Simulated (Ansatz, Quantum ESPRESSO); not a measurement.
# SrCl2 (Fm-3m): phonons by linear response, part 3 of 4

How does SrCl2 (Fm-3m) vibrate, and is this structure a minimum?

Quantum ESPRESSO 7.5; DFT PBE, scalar-relativistic, plane waves, GBRV ultrasoft pseudopotentials.

So far, highest frequency (cm⁻¹): step 7 (dispersion) 217. The relaxed cell has a = 7.039 Å (conventional setting).

## (10) Sum rules set otherwise (asr no)

Without the rule the raw error of the acoustic modes shows.

Input file dynmat.in:

```
 &input
    fildyn='x.dyn1',
    asr='no',
    fileig='dynmat.eig',
    lperm=.true.,
 /
```

Command:

```bash
> dynmat.x -in dynmat.in > dynmat.out
```

Numbers of over 12 decimals in the logs are rounded to 6 here.

Output:

```text
[banner, memory and clock lines left out]
Program DYNMAT v.7.5

     Reading Dynamical Matrix from file x.dyn1
     ...Force constants read
     ...epsilon and Z* read
     A direction for q was not specified:TO-LO splitting will be absent

     Polarizability (A^3 units)
     multiply by 0.614666 for Clausius-Mossotti correction
        13.050512   -0.000000    0.000000
        -0.000000   13.050512   -0.000000
         0.000000   -0.000000   13.050512

     IR activities are in (D/A)^2/amu units

# mode   [cm-1]    [THz]      IR
    1      2.27    0.0679    0.0000
    2      2.27    0.0679    0.0000
    3      2.27    0.0679    0.0000
    4    125.81    3.7718    3.6730
    5    125.81    3.7718    3.6730
    6    125.81    3.7718    3.6730
    7    171.00    5.1264    0.0000
    8    171.00    5.1264    0.0000
    9    171.00    5.1264    0.0000

Electronic dielectric permittivity tensor (relative, adimensional)
         2.880698   -0.000000    0.000000
        -0.000000    2.880698   -0.000000
         0.000000   -0.000000    2.880698

 ... with zone-center polar mode contributions
         8.556137   -0.000000   -0.000000
        -0.000000    8.556137   -0.000000
         0.000000   -0.000000    8.556137

[end of the log left out, with the tail of the file of modes that dynmat.x writes under the same name]
```

Wall time 0.46 s (1 thread of Arm Neoverse V1, shared host).

Read from the output:

| Property | Result |
| --- | --- |
| highest optical zone-centre mode (no LO-TO term) | 171 cm⁻¹ |
| mean static dielectric constant | 8.556 |

Zone-centre frequencies as printed; negative means imaginary. Modes:

```
mode  frequency (cm⁻¹)
   1              2.27
   2              2.27
   3              2.27
   4             125.8
   5             125.8
   6             125.8
   7               171
   8               171
   9               171
```

Against the first rule no mode moves by more than 2.3 cm⁻¹.

## (11) Sum rules set otherwise (asr crystal)

The rule can be imposed in more than one way; the choices should agree where the raw error is small.

Input file dynmat.in:

```
 &input
    fildyn='x.dyn1',
    asr='crystal',
    fileig='dynmat.eig',
    lperm=.true.,
 /
```

Command:

```bash
> dynmat.x -in dynmat.in > dynmat.out
```

Output:

```text
[banner, memory and clock lines left out]
Program DYNMAT v.7.5

     Reading Dynamical Matrix from file x.dyn1
     ...Force constants read
     ...epsilon and Z* read
     Acoustic Sum Rule: || Z*(ASR) - Z*(orig)|| =    2.392867E-03
     Acoustic Sum Rule: ||dyn(ASR) - dyn(orig)||=    1.600818E-04
     A direction for q was not specified:TO-LO splitting will be absent

     Polarizability (A^3 units)
     multiply by 0.614666 for Clausius-Mossotti correction
        13.050512   -0.000000    0.000000
        -0.000000   13.050512   -0.000000
         0.000000   -0.000000   13.050512

     IR activities are in (D/A)^2/amu units

# mode   [cm-1]    [THz]      IR
    1     -0.00   -0.0000    0.0000
    2      0.00    0.0000    0.0000
    3      0.00    0.0000    0.0000
    4    125.86    3.7733    3.6714
    5    125.86    3.7733    3.6714
    6    125.86    3.7733    3.6714
    7    171.00    5.1264    0.0000
    8    171.00    5.1264    0.0000
    9    171.00    5.1264    0.0000

Electronic dielectric permittivity tensor (relative, adimensional)
         2.880698   -0.000000    0.000000
        -0.000000    2.880698   -0.000000
         0.000000   -0.000000    2.880698

 ... with zone-center polar mode contributions
         8.549348    0.000000   -0.000000
         0.000000    8.549348    0.000000
        -0.000000    0.000000    8.549348

[end of the log left out, with the tail of the file of modes that dynmat.x writes under the same name]
```

Elapsed: 0.46 s, on 1 thread.

This step gave:

- lowest optical zone-centre mode: 125.9 cm⁻¹
- mean static dielectric constant: 8.549

Zone-centre frequencies as printed; negative means imaginary. Modes:

```
mode  frequency (cm⁻¹)
   1                 0
   2                 0
   3                 0
   4             125.9
   5             125.9
   6             125.9
   7               171
   8               171
   9               171
```

Against the first rule no mode moves by more than 0.1 cm⁻¹.

## (12) The LO-TO splitting (1 0 0)

A longitudinal polar mode sets up a macroscopic field that stiffens it; the term hangs on the direction from which q goes to zero.

Input file dynmat.in:

```
 &input
    fildyn='x.dyn1',
    asr='simple',
    fileig='dynmat.eig',
    q(1)=1.0,
    q(2)=0.0,
    q(3)=0.0,
 /
```

Command:

```bash
> dynmat.x -in dynmat.in > dynmat.out
```

Output:

```text
[banner, memory and clock lines left out]
Program DYNMAT v.7.5

     Reading Dynamical Matrix from file x.dyn1
     ...Force constants read
     ...epsilon and Z* read

     Polarizability (A^3 units)
     multiply by 0.614666 for Clausius-Mossotti correction
        13.050512   -0.000000    0.000000
        -0.000000   13.050512   -0.000000
         0.000000   -0.000000   13.050512

     IR activities are in (D/A)^2/amu units

# mode   [cm-1]    [THz]      IR
    1     -0.00   -0.0000    0.0000
    2      0.00    0.0000    0.0000
    3      0.00    0.0000    0.0000
    4    125.80    3.7715    3.6714
    5    125.80    3.7715    3.6714
    6    171.02    5.1272    0.0000
    7    171.02    5.1272    0.0000
    8    171.02    5.1272    0.0000
    9    216.79    6.4993    3.6714

[end of the log left out, with the tail of the file of modes that dynmat.x writes under the same name]
```

The job ended after 0.46 s (1 thread).

This step gave:

* highest mode moved by the LO-TO term: 216.8 cm⁻¹

Zone-centre frequencies as printed; negative means imaginary. Modes:

```
mode  frequency (cm⁻¹)
   1                 0
   2                 0
   3                 0
   4             125.8
   5             125.8
   6               171
   7               171
   8               171
   9             216.8
```

The field moves one mode, from 126 to 217 cm⁻¹; the others stay.

## (13) The dispersion under another sum rule (asr crystal)

The sum rule corrects the force constants themselves, so it can shift branches at any wavevector, low ones most.

Input file matdyn.in:

```
 &input
    asr='crystal',
    flfrc='x.fc',
    flfrq='x.freq',
    flvec='x.modes',
    q_in_band_form=.true.,
    q_in_cryst_coord=.true.,
 /
8
  0.0000000   0.0000000   0.0000000   8  ! GAMMA
 -0.0000000   0.5000000   0.5000000   8  ! X
 -0.0000000   0.6250000   0.3750000   1  ! U
 -0.3750000   0.3750000  -0.0000000   8  ! K
  0.0000000   0.0000000   0.0000000   8  ! GAMMA
 -0.0000000   0.5000000  -0.0000000   8  ! L
 -0.2500000   0.5000000   0.2500000   8  ! W
 -0.0000000   0.5000000   0.5000000   1  ! X
```

Command:

```bash
> matdyn.x -in matdyn.in > matdyn.out
```

Output:

```text
[banner, memory and clock lines left out]
Program MATDYN v.7.5

 mass for atomic type   1 not given; uses mass from file x.fc
 mass for atomic type   2 not given; uses mass from file x.fc
 Norm of the difference between old and new effective charges:    5.69e-18

 Norm of the difference between old and new force-constants:   5.65975e-05
```

Run time: 0.57 s. Hardware: 1 thread.

At the labelled points the branches move by no more than 0.2 cm⁻¹.

[end of part 3 of 4]

[Host names and launcher messages were left out of these logs when they were recorded.]

[Logs are printed without paths, hosts, clocks, repeated set-up lines and the standing remarks that a program may print on its own settings, such as how far it seeks lower states.]

[Hosts, paths, dates, database ids (printed as entryN), source tags and the programs' standing remarks are cut or masked in the printed files.]
